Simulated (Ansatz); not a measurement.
# Which metal contacts 1T-PtS2? The Schottky-Mott estimate

If a metal and one layer of 1T-PtS2 lined up by their vacuum levels alone, the barrier for electrons would be the work function less the affinity, and that for holes the ionisation energy less the work function. What does that give for common contact metals?

How it was computed: Ansatz 0.2.0, plane waves with PAW datasets (its set soft_2), PBE. Layers: cell and atoms relaxed with a dispersion term, band edges read against the vacuum level. Here the gap is 1.82 eV, the ionisation energy 6.36 eV and the affinity 4.54 eV. Metals: relaxed slabs of 7 layers at the tabulated experimental lattice constant, Fermi-Dirac smearing of 0.1 eV, Ni with spin. Labels allow 0.1 eV either way.

The runs side by side:

```tsv
metal	work function (eV)	barrier for electrons (eV)	barrier for holes (eV)	by the rule
Sc(0001)	3.59	−0.95	2.77	no barrier for electrons
Al(111)	4.03	−0.51	2.33	no barrier for electrons
Hf(0001)	4.33	−0.21	2.03	no barrier for electrons
Ti(0001)	4.37	−0.17	1.99	no barrier for electrons
Ag(111)	4.49	−0.05	1.87	at the conduction edge
Mo(110)	4.56	0.02	1.80	at the conduction edge
Cu(111)	4.82	0.28	1.54	favours electrons
W(110)	4.84	0.30	1.52	favours electrons
Ru(0001)	5.01	0.47	1.35	favours electrons
Ni(111)	5.06	0.52	1.30	favours electrons
Pd(111)	5.24	0.70	1.12	favours electrons
Au(111)	5.27	0.73	1.09	favours electrons
Pt(111)	5.71	1.17	0.65	favours holes
```

What this shows: By the rule the Fermi level lies over the conduction edge for 5, inside the gap for 8 and under the valence edge for 0 of the 13 metals. The middle of the gap lies 5.45 eV under the vacuum level: metals with a smaller work function favour electrons, those with a larger one holes. Worked for Cu(111): 4.82 − 4.54 = 0.28 eV and 6.36 − 4.82 = 1.54 eV, which add up to the gap, 1.82 eV.

**Limits.** This is the limit without any interaction. A real contact lowers the metal's work function by compressing its electron tail, moves charge and can pin the Fermi level, so barriers at bonded contacts depend far less on the metal; van der Waals contacts come nearer to the rule. The layer is built from a prototype, and its stability was not tested. PBE gaps usually lie under quasiparticle gaps, which makes the two barriers together too small, and a missing barrier can be an artefact of that. Spin-orbit coupling is left out. The table is a selection: not every member that was run is listed.

[Logs are printed without paths, hosts, clocks, repeated set-up lines and the standing remarks that a program may print on its own settings, such as how far it seeks lower states.]
